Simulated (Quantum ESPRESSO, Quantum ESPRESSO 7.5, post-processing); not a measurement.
# Bi2Te3 quintuple layer, 1 layer, stepped through the field along the normal

Aim: how the results for Bi2Te3 quintuple layer, 1 layer change with the field along the normal.

Calculated with Quantum ESPRESSO 7.5; plane-wave DFT, PBE, PseudoDojo fully relativistic norm-conserving pseudopotentials (geometry by pw.x at PBE-D3(BJ), GBRV ultrasoft).

Report form: the programs' logs are mostly left out.

### Step 1. Starting point

The cell holds 5 atoms: 3 Te and 2 Bi. Cell: a = 4.440 Å, b = 4.440 Å, c = 24.200 Å, α = 90.0°, β = 90.0°, γ = 120.0°. It derives from Bi2Te3. Vacuum lies along c.

Set-up: Cell and atoms are relaxed without a field with a D3(BJ) correction and then held. Sawtooth field with dipole correction, 17 Å of vacuum in the starting cell, Fermi-Dirac smearing of 0.002 Ry; bands along a path at each field. Spin-orbit coupling with fully relativistic files.

Members -0.1, 0.2 and -0.2 took the same steps and show in the table alone.

### Step 2. Variable-cell relaxation of the reference

What the set-up leaves free in this member is relaxed.

ref.relax.in reads:

```
&control
  prefix = 'ref.relax'
  outdir = './out'
  pseudo_dir = './pseudo'
  nstep = 80
  forc_conv_thr = 0.0004
  calculation = 'vc-relax'
  etot_conv_thr = 1e-06
/
&system
  ibrav = 0
  nat = 5
  ntyp = 2
  ecutwfc = 50
  ecutrho = 250
  vdw_corr = 'grimme-d3'
  dftd3_version = 4
  occupations = 'smearing'
  smearing = 'fd'
  degauss = 0.004
/
&electrons
  conv_thr = 1e-09
  mixing_beta = 0.4
  electron_maxstep = 120
  mixing_mode = 'plain'
/
&ions
/
&cell
  cell_dofree = '2Dxy'
  press_conv_thr = 0.3
/
ATOMIC_SPECIES
  Te  127.6000  te_pbe_v1.uspp.F.UPF
  Bi  208.9804  bi_pbe_v1.uspp.F.UPF
CELL_PARAMETERS angstrom
  4.44000000000000 0.00000000000000 0.00000000000000
  -2.22000000000000 3.84515279280291 0.00000000000000
  0.00000000000000 0.00000000000000 24.20000000000000
ATOMIC_POSITIONS crystal
  Te  0.333333333300 0.666666666700 0.351239669421
  Bi  0.666666666700 0.333333333300 0.419421487603
  Te  0.000000000000 0.000000000000 0.500000000000
  Bi  0.333333333300 0.666666666700 0.580578512397
  Te  0.666666666700 0.333333333300 0.648760330579
K_POINTS automatic
  6 6 1 0 0 0
```

Command:

```bash
OMP_NUM_THREADS=1 mpirun -n 8 pw.x -nk 2 -in ref.relax.in > ref.relax.out
```

Run time: 3 min. Hardware: 8 MPI ranks of Arm Neoverse V2, shared host; peak memory 1.2 GiB.

The steps of the relaxation:

```csv
step,energy less that of the first step (eV),largest force (eV/Å),volume (Å³)
1,0.0000,0.3350,413.15
2,-0.0047,0.2850,413.03
3,-0.0089,0.2364,412.81
4,-0.0139,0.1724,412.37
5,-0.0197,0.1502,411.56
6,-0.0257,0.2427,410.09
7,-0.0316,0.3079,407.92
8,-0.0394,0.3226,404.74
9,-0.0497,0.2451,400.45
10,-0.0567,0.0904,396.91
11,-0.0579,0.0239,396.93
12,-0.0580,0.0093,397.32
13,-0.0580,0.0081,397.36
14,-0.0579,0.0078,397.36
```

```csv
cell as run,before,after,change
a (Å),4.440,4.354,-1.9 %
b (Å),4.440,4.354,-1.9 %
```

The atoms that moved most (Å, along periodic axes as changes of fractional coordinates times the final cell, across vacuum about the mean position):

| atom | dx | dy | dz | length |
| --- | --- | --- | --- | --- |
| Te5 | 0.000 | 0.000 | 0.184 | 0.184 |
| Te1 | 0.000 | 0.000 | -0.184 | 0.184 |
| Bi2 | 0.000 | 0.000 | -0.092 | 0.092 |
| Bi4 | 0.000 | 0.000 | 0.092 | 0.092 |

 The last row is no step: it is a fresh SCF in the final cell with a new plane-wave basis, +0 meV from the row before.

Numbers from this step:

```
free energy  : -6126.0452 eV
Fermi energy : 0.4962 eV
```

### Step 3. SCF with pw.x, 0 V/Å

The self-consistent run of this member.

Level of this step: plane-wave DFT, PBE, PseudoDojo fully relativistic norm-conserving pseudopotentials (Quantum ESPRESSO 7.5).

m0.scf.in reads:

```
&control
  prefix = 'm0.scf'
  outdir = './out'
  pseudo_dir = './pseudo'
  calculation = 'scf'
  tprnfor = .true.
  tefield = .true.
  dipfield = .true.
/
&system
  ibrav = 0
  nat = 5
  ntyp = 2
  ecutwfc = 68
  ecutrho = 272
  occupations = 'smearing'
  smearing = 'fd'
  degauss = 0.002
  edir = 3
  emaxpos = 0.97
  eopreg = 0.04
  eamp = 0.0
  noncolin = .true.
  lspinorb = .true.
  nbnd = 84
/
&electrons
  conv_thr = 1e-09
  mixing_beta = 0.4
  electron_maxstep = 120
  mixing_mode = 'plain'
/
ATOMIC_SPECIES
  Te  127.6000  Te.dojo-fr-pbe-0.4-standard.upf
  Bi  208.9804  Bi.dojo-fr-pbe-0.4-standard.upf
CELL_PARAMETERS angstrom
  4.35432553000000 0.00000000000000 0.00000000000000
  -2.17716276500000 3.77095652500000 0.00000000000000
  0.00000000000000 0.00000000000000 24.20000000000000
ATOMIC_POSITIONS crystal
  Te  0.333333333300 0.666666666700 0.343624275700
  Bi  0.666666666700 0.333333333300 0.415638002100
  Te  0.000000000000 0.000000000000 0.500000000000
  Bi  0.333333333300 0.666666666700 0.584361997900
  Te  0.666666666700 0.333333333300 0.656375724300
K_POINTS automatic
  6 6 1 0 0 0
```

Command:

```bash
OMP_NUM_THREADS=1 mpirun -n 8 pw.x -nk 2 -in m0.scf.in > m0.scf.out
```

It took 5.8 min on 8 MPI ranks; peak memory 3.1 GiB.

Numbers from this step:

- free energy: -13014.0226 eV
- energy at zero smearing: -13014.0224 eV
- Fermi energy: 0.9829 eV
- dipole along the normal: 2.08e-5 e·Å
- valence top, on the run's zero: 0.8353 eV
- conduction bottom, on the run's zero: 1.081 eV
- gap by band count: 0.2459 eV

### Step 4. Electrostatic potential, 0 V/Å

plot_num = 11 writes the bare and Hartree potential, from which vacuum levels or, in a crystal, the mean potential are read.

m0.pot.in reads:

```
&inputpp
  prefix = 'm0.scf'
  outdir = './out'
  filplot = 'm0.pot.dat'
  plot_num = 11
/
```

Command:

```bash
OMP_NUM_THREADS=1 mpirun -n 8 pp.x -in m0.pot.in > m0.pot.out
```

The job ended after 0.89 s (8 MPI ranks; peak memory 0.09 GiB; 6.3 s of CPU time).

Numbers from this step:

```
slope of the potential above                                          : 6.66e-5 eV/Å
upper vacuum line continued to the top atoms, over the valence top    : 5.230 eV
slope of the potential below                                          : -5.28e-5 eV/Å
lower vacuum line continued to the bottom atoms, over the valence top : 5.230 eV
vacuum level at the upper face over the valence top of the mesh       : 5.230 eV
vacuum level at the lower face over the valence top of the mesh       : 5.230 eV
```

Electrostatic potential energy of an electron, with the sawtooth; zero at the highest filled level of the SCF mesh. Potential energy, planar mean against z:

| z (Å) | potential energy, planar mean (eV) |
| --- | --- |
| 0.0 | 5.23 |
| 0.5 | 5.23 |
| 1.0 | 5.23 |
| 1.5 | 5.23 |
| 2.0 | 5.23 |
| 2.5 | 5.23 |
| 3.0 | 5.23 |
| 3.5 | 5.23 |
| 4.0 | 5.23 |
| 4.5 | 5.23 |
| 5.0 | 5.23 |
| 5.5 | 5.21 |
| 6.0 | 5.16 |
| 6.5 | 4.94 |
| 7.0 | 4.09 |
| 7.5 | 0.845 |
| 8.0 | -6.16 |
| 8.5 | -8.17 |
| 9.0 | -3.66 |
| 9.5 | -5.03 |
| 10.0 | -9.16 |
| 10.5 | -5.72 |
| 11.0 | -0.689 |
| 11.5 | -3.03 |
| 12.0 | -8.20 |
| 12.5 | -5.45 |
| 13.0 | -0.593 |
| 13.5 | -3.23 |
| 14.0 | -8.75 |
| 14.5 | -7.13 |
| 15.0 | -3.09 |
| 15.5 | -6.43 |
| 16.0 | -8.18 |
| 16.5 | -1.82 |
| 17.0 | 3.27 |
| 17.5 | 4.73 |
| 18.0 | 5.11 |
| 18.5 | 5.20 |
| 19.0 | 5.22 |
| 19.5 | 5.23 |
| 20.0 | 5.23 |
| 20.5 | 5.23 |
| 21.0 | 5.23 |
| 21.5 | 5.23 |
| 22.0 | 5.23 |
| 22.5 | 5.23 |
| 23.0 | 5.23 |
| 23.5 | 5.23 |
| 24.0 | 5.23 |

### Step 5. Band structure, 0 V/Å

Bands along a path place the edges.

m0.bands.in is the input of step 3 with these lines changed:

```diff
@@ -1,7 +1,6 @@
 &control
-  prefix = 'm0.scf'
+  prefix = 'm0.bands'
   outdir = './out'
   pseudo_dir = './pseudo'
-  calculation = 'scf'
-  tprnfor = .true.
+  calculation = 'bands'
   tefield = .true.
@@ -27,6 +26,6 @@
 &electrons
-  conv_thr = 1e-09
+  conv_thr = 1e-07
   mixing_beta = 0.4
   electron_maxstep = 120
-  mixing_mode = 'plain'
+  mixing_mode = 'local-TF'
 /
@@ -45,3 +44,7 @@
   Te  0.666666666700 0.333333333300 0.656375724300
-K_POINTS automatic
-  6 6 1 0 0 0
+K_POINTS crystal_b
+4
+  0.0000000000 0.0000000000 0.0000000000 10
+  0.5000000000 0.0000000000 0.0000000000 10
+  0.3333333333 0.3333333333 0.0000000000 10
+  0.0000000000 0.0000000000 0.0000000000 1
```

Command:

```bash
cp -r out/m0.scf.save out/m0.bands.save
cp out/m0.scf.xml out/m0.bands.xml
OMP_NUM_THREADS=1 mpirun -n 8 pw.x -nk 8 -in m0.bands.in > m0.bands.out
```

The job ended after 3.4 min (8 MPI ranks; peak memory 4.2 GiB).

Read from the output:

| Item | Value |
| --- | --- |
| gap by band count | 0.2457 eV |

Band numbers count within the set of bands kept for display. Electronic bands along the path, in eV, zero at the highest filled level of the SCF mesh; v1 is the highest filled band, c1 the lowest empty one:

```csv
point,v4,v3,v2,v1,c1,c2,c3,c4
Γ,-0.29,-0.29,-0.11,-0.11,0.25,0.25,1.21,1.21
halfway,-0.48,-0.48,-0.09,-0.09,1.02,1.02,1.98,1.98
M,-0.73,-0.73,-0.44,-0.44,1.08,1.08,2.18,2.18
halfway,-0.73,-0.73,-0.41,-0.41,1.47,1.47,2.00,2.00
K,-0.56,-0.56,-0.54,-0.54,1.56,1.56,2.05,2.05
halfway,-0.37,-0.37,-0.24,-0.24,1.40,1.40,1.70,1.70
Γ,-0.29,-0.29,-0.11,-0.11,0.25,0.25,1.21,1.21
```

Along this path the valence top lies between Γ and M and the conduction bottom at Γ.

### Step 6. SCF with pw.x, 0.1 V/Å

m1.scf.in is the input of step 3 with these lines changed:

```diff
@@ -1,3 +1,3 @@
 &control
-  prefix = 'm0.scf'
+  prefix = 'm1.scf'
   outdir = './out'
@@ -21,3 +21,3 @@
   eopreg = 0.04
-  eamp = 0.0
+  eamp = 0.00194469
   noncolin = .true.
@@ -31,2 +31,3 @@
   mixing_mode = 'plain'
+  startingpot = 'file'
 /
```

Command:

```bash
cp -r out/m0.scf.save out/m1.scf.save
OMP_NUM_THREADS=1 mpirun -n 8 pw.x -nk 2 -in m1.scf.in > m1.scf.out
```

Wall time 5.5 min (8 MPI ranks); peak memory 3.1 GiB.

Numbers from this step:

| Quantity | Value |
| --- | --- |
| free energy | -13014.0271 eV |
| energy at zero smearing | -13014.0269 eV |
| Fermi energy | 0.9967 eV |
| dipole along the normal | 0.09090 e·Å |
| valence top, on the run's zero | 0.8499 eV |
| conduction bottom, on the run's zero | 1.095 eV |
| gap by band count | 0.2449 eV |

### Step 7. Self-consistent run, 0.3 V/Å

m5.scf.in is the input of step 6 with these lines changed:

```diff
@@ -1,3 +1,3 @@
 &control
-  prefix = 'm1.scf'
+  prefix = 'm5.scf'
   outdir = './out'
@@ -21,3 +21,3 @@
   eopreg = 0.04
-  eamp = 0.00194469
+  eamp = 0.00583407
   noncolin = .true.
```

Command:

```bash
cp -r out/m0.scf.save out/m5.scf.save
OMP_NUM_THREADS=1 mpirun -n 8 pw.x -nk 2 -in m5.scf.in > m5.scf.out
```

The job ended after 7.8 min (8 MPI ranks; peak memory 3.1 GiB; 62 min of CPU time).

Numbers from this step:

```
free energy                          : -13014.0635 eV
energy at zero smearing              : -13014.0633 eV
Fermi energy                         : 1.021 eV
dipole along the normal              : 0.2727 e·Å
valence top, on the run's zero       : 0.8764 eV
conduction bottom, on the run's zero : 1.119 eV
gap by band count                    : 0.2427 eV
```

### Step 8. Self-consistent run, 0.4 V/Å

m6.scf.in is the input of step 7 with these lines changed:

```diff
@@ -1,3 +1,3 @@
 &control
-  prefix = 'm5.scf'
+  prefix = 'm6.scf'
   outdir = './out'
@@ -21,3 +21,3 @@
   eopreg = 0.04
-  eamp = 0.00583407
+  eamp = 0.00777876
   noncolin = .true.
```

Command:

```bash
cp -r out/m0.scf.save out/m6.scf.save
OMP_NUM_THREADS=1 mpirun -n 8 pw.x -nk 2 -in m6.scf.in > m6.scf.out
```

It took 7.6 min on 8 MPI ranks; peak memory 3.1 GiB; 61 min of CPU time.

This step gave:

```
free energy                          : -13014.0953 eV
energy at zero smearing              : -13014.0951 eV
Fermi energy                         : 1.032 eV
dipole along the normal              : 0.3637 e·Å
valence top, on the run's zero       : 0.8882 eV
conduction bottom, on the run's zero : 1.130 eV
gap by band count                    : 0.2414 eV
```

### Step 9. The series side by side

The series in one table, energies over the lowest:

```csv
the field along the normal,dipole (e Å),gap along the path (eV),"upper vacuum line at the top atoms, over the zero (eV)","lower vacuum line at the bottom atoms, over the zero (eV)",energy (eV)
-0.2 V/Å,-0.1818,0.2447,5.476,4.987,0.0545
-0.1 V/Å,-0.09086,0.2453,5.352,5.108,0.0682
0 V/Å,2.082e-05,0.2457,5.23,5.23,0.0727
0.1 V/Å,0.0909,0.2453,5.107,5.352,0.0682
0.2 V/Å,0.1818,0.2448,4.987,5.476,0.0545
0.3 V/Å,0.2727,0.2442,4.868,5.602,0.0318
0.4 V/Å,0.3637,0.2435,4.75,5.73,0.0000
```

### Step 10. A check by hand

4πα/A = 180.95 × 0.9088 e Å²/V / 16.420 Å² = 10.01 Å.

In linear response the energy changes by −(p₀ + p)E/2: at 0.2 V/Å, −(0.0000 + 0.1818) × 0.2/2 = -0.0182 eV; the runs give -0.0182 eV.

### Step 11. Summary of results

- 4πα/A from the weak fields: 10.01 Å
- gap along the path, at -0.2 V/Å and at 0.4 V/Å: 0.24, 0.24 eV
- upper vacuum line at the top atoms, over the zero, at -0.2 V/Å and at 0.4 V/Å: 5.48, 4.75 eV
- lower vacuum line at the bottom atoms, over the zero, at -0.2 V/Å and at 0.4 V/Å: 4.99, 5.73 eV

**Reading.** The series holds 7 members; 4πα/A from the weak fields: 10.01 Å (PBE, PseudoDojo fully relativistic norm-conserving). The strongest fields leave the weak-field line by 0.1 % of the induced dipole. From -0.2 V/Å to 0.4 V/Å the gap along the path stays within 0.002 eV. From -0.2 V/Å to 0.4 V/Å the upper vacuum line at the top atoms, over the zero falls from 5.48 to 4.75 eV. From -0.2 V/Å to 0.4 V/Å the lower vacuum line at the bottom atoms, over the zero rises from 4.99 to 5.73 eV. Ions are held; semilocal gaps are too small; in strong fields empty levels can belong to the vacuum.

[Logs are printed without paths, hosts, clocks, repeated set-up lines and the standing remarks that a program may print on its own settings, such as how far it seeks lower states.]

[Hosts, paths, dates, database ids (printed as entryN), source tags and the programs' standing remarks are cut or masked in the printed files.]

[Maps of the electrostatic potential energy from Ansatz leave out the sawtooth potential of an applied field or a dipole correction, so their vacuum need not be flat; planar profiles and work functions include it.]
